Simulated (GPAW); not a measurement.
# C2 in line between two Pt chains: relaxation, then transmission at several levels, part 3 of 3

Aim: the conductance of C2 in line between two Pt chains after relaxation, and whether geometry, basis or functional moves it most.

GPAW 26.7.0; GPAW LCAO, PAW setups; relaxation of the junction within the symmetry of its start, lead ends held (the session's first sound run).

So far, transmission at the Fermi level (one spin): step 3 (double-zeta polarised basis, PBE, GPAW) 2.29; step 4 (basis szp(dzp), PBE, GPAW) 2.36; step 5 (basis sz(dzp), PBE, GPAW) 2.38; step 6 (RPBE) 2.29.

**7. The structure as built: geometry = "as built"**

Level of this step: GPAW LCAO, PAW setups; Landauer transmission from Green's functions with principal layers (ASE), zero bias (GPAW).

The dzp basis with PBE on the structure as first built shows what the relaxation was worth.

File run.py:

```python
import json
import numpy as np
from ase import Atoms
from ase.transport.calculators import TransportCalculator
from gpaw import GPAW, FermiDirac
from gpaw.lcao.tools import get_lcao_hamiltonian
from scipy.linalg import eigh

# The junction with lead layers at both ends, along the third cell vector
device = Atoms(
    ['Pt', 'Pt', 'Pt', 'Pt', 'Pt', 'Pt', 'Pt', 'Pt', 'C', 'C', 'Pt', 'Pt', 'Pt', 'Pt', 'Pt', 'Pt', 'Pt', 'Pt'],
    positions=[
        [4.50000, 4.50000, 1.20000],
        [4.50000, 4.50000, 3.60000],
        [4.50000, 4.50000, 6.00000],
        [4.50000, 4.50000, 8.40000],
        [4.50000, 4.50000, 10.80000],
        [4.50000, 4.50000, 13.20000],
        [4.50000, 4.50000, 15.60000],
        [4.50000, 4.50000, 18.00000],
        [4.50000, 4.50000, 19.81570],
        [4.50000, 4.50000, 21.05570],
        [4.50000, 4.50000, 22.87140],
        [4.50000, 4.50000, 25.27140],
        [4.50000, 4.50000, 27.67140],
        [4.50000, 4.50000, 30.07140],
        [4.50000, 4.50000, 32.47140],
        [4.50000, 4.50000, 34.87140],
        [4.50000, 4.50000, 37.27140],
        [4.50000, 4.50000, 39.67140]],
    cell=[[9.0, 0.0, 0.0], [0.0, 9.0, 0.0], [0.0, 0.0, 40.8714]],
    pbc=True)

# One principal layer of the lead: the first 5 atoms of the device
lead = Atoms(
    ['Pt', 'Pt', 'Pt', 'Pt', 'Pt'],
    positions=[
        [4.50000, 4.50000, 1.20000],
        [4.50000, 4.50000, 3.60000],
        [4.50000, 4.50000, 6.00000],
        [4.50000, 4.50000, 8.40000],
        [4.50000, 4.50000, 10.80000]],
    cell=[[9.0, 0.0, 0.0], [0.0, 9.0, 0.0], [0.0, 0.0, 12.0]],
    pbc=True)

settings = dict(mode='lcao', basis='dzp', xc='PBE', h=0.2,
                occupations=FermiDirac(0.1), maxiter=250,
                mixer=dict(beta=0.1, nmaxold=8, weight=100.0),
                convergence=dict(density=0.0001))
energies = np.arange(-2, 2 + 1e-9, 0.025)
eta = 0.0001
n1, n2 = 1, 1
# k and -k transmit alike, so half of the mesh across the current serves
mesh = [(i, j) for i in range(n1) for j in range(n2) if (i, j) <= (-i % n1, -j % n2)]
weights = np.array([1 if (i, j) == (-i % n1, -j % n2) else 2 for i, j in mesh]) / (n1 * n2)


def ground_state(atoms, size, txt):
    atoms.calc = GPAW(kpts={'size': size, 'gamma': True}, symmetry={'tolerance': 1e-3}, txt=txt, **settings)
    atoms.get_potential_energy()
    return atoms.calc.get_fermi_level()


def blocks(atoms, fermi, points, nz, cells):
    """H - E_F S and S between cell 0 and the cells above it, at each point across the current."""
    kz = np.arange(nz) / nz
    calc = atoms.calc.fixed_density(kpts=[(*k, z) for k in points for z in kz], symmetry='off', txt=None)
    H, S = get_lcao_hamiltonian(calc)
    H = (H - fermi * S).reshape(len(H), len(points), nz, *S.shape[1:])
    S = S.reshape(H.shape[1:])
    phases = [np.exp(-2j * np.pi * kz * R) / nz for R in cells]
    return [(np.einsum('skzij,z->ksij', H, p), np.einsum('kzij,z->kij', S, p)) for p in phases]


def pair(a, b):
    return np.block([[a, b], [b.T.conj(), a]])


def count_channels(h, s, cells, nk=240):
    """Half the number of times that the lead's bands cross each energy, unfolded to its shortest repeat."""
    b = len(h) // cells
    bands = []
    for k in (np.arange(nk + 1) + 0.5) / nk:
        hk, sk = h[:b, :b].copy(), s[:b, :b].copy()
        for R in range(1, cells):
            phase, block = np.exp(2j * np.pi * k * R), slice(R * b, (R + 1) * b)
            hk += h[:b, block] * phase + (h[:b, block] * phase).T.conj()
            sk += s[:b, block] * phase + (s[:b, block] * phase).T.conj()
        w, u = eigh(sk)
        x = u[:, w > 1e-5] / w[w > 1e-5]**0.5  # drop near-dependent combinations
        bands.append(np.r_[eigh(x.T.conj() @ hk @ x, eigvals_only=True), [1e9] * (w <= 1e-5).sum()])
    below = np.array(bands)[:, :, None] < energies
    return (below[1:] != below[:-1]).sum((0, 1)) / 2


fermi_lead = ground_state(lead, (1, 1, 10), 'lead.txt')
fermi_device = ground_state(device, (1, 1, 2), 'device.txt')
T, channels, eigen, tail, misfit, shifts = [], [], [], 0.0, 0.0, []
for first in range(0, len(mesh), 342):
    points = [(i / n1, j / n2) for i, j in mesh[first:first + 342]]
    (H0k, S0k), (H1k, S1k), (H2k, _) = blocks(lead, fermi_lead, points, 5, range(3))
    [(Hk, Sk)] = blocks(device, fermi_device, points, 2, [0])
    tail = max(tail, abs(H2k).max())
    for H0, S0, H1, S1, H, S in zip(H0k, S0k, H1k, S1k, Hk, Sk):
        n = len(S0)
        # Shift the lead onto the potential of the device's first layer
        shift = ((H[:, 0, 0] - H0[:, 0, 0]) / S0[0, 0]).real.mean()
        shifts.append(shift)
        misfit = max(misfit, abs(H[:, :n, :n] - H0 - shift * S0).max())
        Tk, Ck, Ek = [], [], []
        for s in range(len(H)):
            t = s % len(H0)  # a lead without moments serves both spins
            h1, s1 = pair(H0[t] + shift * S0, H1[t] + shift * S1), pair(S0, S1)
            leads = dict(h1=h1, s1=s1, energies=energies, eta=eta, eta1=eta, eta2=eta)
            calc = TransportCalculator(h=H[s], s=S, eigenchannels=3, **leads)
            Tk.append(calc.get_transmission())
            Ek.append(np.sort(calc.eigenchannels_ne, axis=0)[::-1])
            Ck.append(count_channels(h1, s1, 10))
        T.append(Tk)
        channels.append(Ck)
        eigen.append(Ek)
T, channels = np.array(T), np.array(channels)
mean, open_channels = np.einsum('kse,k->se', T, weights), np.einsum('kse,k->se', channels, weights)

print(f'basis functions: device {len(S)}, principal layer {n}')
print(f'Fermi level: lead {fermi_lead:.4f} eV, device {fermi_device:.4f} eV; lead shifted by {np.mean(shifts):.4f} eV')
print(f'largest coupling past the next layer {tail:.2e} eV, largest misfit of the first layer {misfit:.3f} eV')
print('  E-E_F (eV)   ' + 'T (one spin)  channels')
for e, t, c in zip(energies, mean.T, open_channels.T):
    print(f'{e:10.3f}  ', *[f'{x:11.4e}' for x in t], *[f'{x:9.4f}' for x in c])

kT = 8.617333e-5 * 300
fine = np.linspace(energies[0], energies[-1], 4001)
both = np.exp(np.interp(fine, energies, np.log(np.maximum(mean.sum(0) * 2 / len(mean), 1e-30))))
fermi = lambda mu: 1 / (1 + np.exp(np.clip((fine - mu) / kT, -200, 200)))
slope = fermi(0) * (1 - fermi(0)) / kT
G = np.trapezoid(both * slope, fine) / 2
seebeck = -np.trapezoid(both * slope * fine, fine) / (2 * G * 300) * 1e6
print(f'conductance at 300 K: {G:.5g} G0 a cell; thermopower {seebeck:.4g} uV/K')
bias = [0.1, 0.2, 0.5, 1.0, 1.5, 2.0]
current = [38.74 * np.trapezoid(both * (fermi(V / 2) - fermi(-V / 2)), fine) for V in bias]
for V, I in zip(bias, current):
    print(f'current from the zero-bias T(E) at {V} V: {I:.5g} uA')
zero = abs(energies).argmin()
json.dump(dict(energies=energies.tolist(), T=mean.tolist(), channels=open_channels.tolist(), G=G, seebeck=seebeck,
               bias=bias, current=current, tail=tail, misfit=misfit, shift=np.mean(shifts), n_device=len(S), n_lead=n,
               fermi=[fermi_lead, fermi_device], energy=device.get_potential_energy(),
               moments=device.get_magnetic_moments().tolist(), mesh=mesh, weights=weights.tolist(),
               T_k=T[:, :, zero].tolist(), eigen=np.array(eigen[0]).tolist()), open('result.json', 'w'))
```

Launch:

```
$ OMP_NUM_THREADS=1 OPENBLAS_NUM_THREADS=1 python run.py
```

The log of the run:

```text
basis functions: device 458, principal layer 135
Fermi level: lead -4.5367 eV, device -4.6078 eV; lead shifted by -0.0075 eV
largest coupling past the next layer 8.09e-06 eV, largest misfit of the first layer 0.118 eV
  E-E_F (eV)   T (one spin)  [channel counts left out]
    -2.000    1.8361e+00
    -1.975    1.8353e+00
    -1.950    1.8348e+00
[...]
1.975    4.7711e-02
     2.000    4.7385e-02
conductance at 300 K: 2.2887 G0 a cell; thermopower 0.2734 uV/K
current from the zero-bias T(E) at 0.1 V: 17.73 uA
current from the zero-bias T(E) at 0.2 V: 35.442 uA
current from the zero-bias T(E) at 0.5 V: 88.299 uA
current from the zero-bias T(E) at 1.0 V: 173.49 uA
current from the zero-bias T(E) at 1.5 V: 246.99 uA
current from the zero-bias T(E) at 2.0 V: 288.92 uA
```

It took 3.8 min on 1 thread of Intel Xeon Platinum 8375C at 2.90GHz (Ice Lake), shared host; peak memory 1.5 GiB.

Numbers from this step:

```yaml
conductance: 2.289 G₀
largest_coupling_past_the_next_principal_layer: 8.09e-6 eV
largest_misfit_of_the_first_principal_layer: 0.1184 eV
shift_that_aligns_the_lead: -0.007458 eV
transmission_at_the_fermi_level_one_spin: 2.290
```

One spin. Transmission, zone mean against energy, zero at the Fermi level:

energy (eV), transmission, zone mean and a bar:
```
   -2.000       1.84 #######################
   -1.900       1.84 #######################
   -1.800       1.84 #######################
   -1.700       1.86 ########################
   -1.600       1.89 ########################
   -1.500       1.94 #########################
   -1.400       1.99 #########################
   -1.300       2.01 ##########################
   -1.200       2.02 ##########################
   -1.100       2.02 ##########################
   -1.000       2.04 ##########################
   -0.900       2.05 ##########################
   -0.800       2.05 ##########################
   -0.700       2.06 ##########################
   -0.600       2.07 ##########################
   -0.500       2.11 ###########################
   -0.400       2.16 ###########################
   -0.300       2.21 ############################
   -0.200       2.27 #############################
   -0.100       2.29 #############################
    0.000       2.29 #############################
    0.100       2.28 #############################
    0.200       2.27 #############################
    0.300       2.36 ##############################
    0.400       2.19 ############################
    0.500       2.14 ###########################
    0.600       2.11 ###########################
    0.700       2.03 ##########################
    0.800       0.09 #
    0.900       0.08 
    1.000       0.07 
    1.100       0.07 
    1.200       0.06 
    1.300       0.06 
    1.400       0.06 
    1.500       0.06 
    1.600       0.05 
    1.700       0.05 
    1.800       0.05 
    1.900       0.05 
    2.000       0.05
```

The conductance, 2.29 G₀, lies 0.2 % above that of the dzp run.

**8. The ladder**

Times are for 1 thread of Intel Xeon Platinum 8375C at 2.90GHz (Ice Lake), shared host. The runs compared:

```
no.       run  conductance (G₀)     time  memory (GiB)
  1       dzp             2.284  3.8 min           1.5
  2       szp             2.362  2.6 min           1.5
  3        sz             2.383    2 min           1.4
  4  dzp RPBE             2.290  3.7 min           1.5
  5   asbuilt             2.289  3.8 min           1.5
```

**9. The levels side by side**

The curves are compared point by point over the common energies.

This step: comparison of transmission and cost over codes, levels and geometry (GPAW 26.7.0).

Ladder, by row:

```
    step  code  T at the Fermi level (sum over the listed spins)  conductance (G0)  r.m.s. T(E) from the first  wall time (s)  peak memory (GiB)  threads
     dzp  GPAW                                             2.285             2.284                           0          228.8               1.53        1
     szp  GPAW                                             2.363             2.362                      0.1738            159               1.46        1
      sz  GPAW                                             2.384             2.383                      0.1782          120.6               1.41        1
dzp-RPBE  GPAW                                             2.292              2.29                      0.0125          220.2               1.52        1
 asbuilt  GPAW                                              2.29             2.289                     0.07591          226.3               1.52        1
```

Transmission, zone mean, sum over the listed spins against energy, zero at the Fermi level:

```
energy (eV)     dzp     szp      sz  dzp-RPBE  asbuilt
     -2.000    1.72    1.61    1.75      1.72     1.84
     -1.800    1.75    1.67    1.81      1.75     1.84
     -1.600    1.83    1.78    1.89      1.83     1.89
     -1.400    1.98    1.90    1.99      1.99     1.99
     -1.200    1.98    1.97    2.03      1.99     2.02
     -1.000    2.01    1.97    2.04      2.00     2.04
     -0.800    2.00    2.02    2.09      2.00     2.05
     -0.600    2.02    2.08    2.13      2.02     2.07
     -0.400    2.12    2.20    2.22      2.13     2.16
     -0.200    2.26    2.33    2.34      2.27     2.27
      0.000    2.29    2.36    2.38      2.29     2.29
      0.200    2.26    2.35    2.40      2.26     2.27
      0.275    2.28    2.41    2.57      2.30     2.30
      0.300    2.35    2.46    2.41      2.34     2.36
      0.400    2.13    2.23    2.20      2.14     2.19
      0.600    1.94    2.10    2.06      1.95     2.11
      0.800   0.112   0.103   0.104     0.117   0.0901
      1.000  0.0916  0.0841  0.0890    0.0957   0.0735
      1.200  0.0801  0.0742  0.0819    0.0838   0.0640
      1.400  0.0728  0.0682  0.0783    0.0761   0.0579
      1.600  0.0677  0.0643  0.0765    0.0708   0.0535
      1.800  0.0639  0.0615  0.0755    0.0667   0.0502
      2.000  0.0607  0.0594  0.0748    0.0635   0.0474
```

**10. Outcome**

| Property | Result |
| --- | --- |
| conductance | 2.28 G₀ |
| transmission at the Fermi level, mean of the spins | 2.29 |
| thermopower | about 0 (under 1.5 μV/K) |

**Reading.** In the dzp basis the junction conducts 2.28 G₀ at 300 K, with T = 2.29 a spin at the Fermi level; the sz basis reaches that conductance within 10 %. Relaxation moved atoms by up to 0.033 Å and took the conductance from 2.29 to 2.28 G₀, as a ratio a smaller change than the step from dzp to the minimal basis. At the Fermi level the three most open eigenchannels pass 0.96, 0.96 and 0.37. Measured against the first run (dzp), the nearest curve is that of dzp-RPBE (r.m.s. 0.012) and the farthest that of sz (0.18). Over the compared runs wall time goes from 121 s (sz) to 229 s (dzp), on a shared host. The leads kept an estimated spacing and the cell its length, so the junction may be under some tension or compression. The geometry comes from the orbital basis, which tends to overbind, and kept the symmetry of the start, so a structure of lower symmetry may lie lower. The run had no spin polarisation, so a magnetic state, which chains and small molecules with open shells often have, wasn't tested. Spin-orbit coupling is left out, which matters for the heavy atoms here. An evenly spaced straight chain is an idealisation: free chains tend to dimerise, zigzag or, where a band edge lies near the Fermi level, turn magnetic. The currents use the zero-bias T(E) throughout, which holds only while the bias is small against the distance to the nearest feature.

[Logs are printed without paths, hosts, clocks, repeated set-up lines and the standing remarks that a program may print on its own settings, such as how far it seeks lower states.]

[Hosts, paths, dates, database ids (printed as entryN), source tags and the programs' standing remarks are cut or masked in the printed files.]
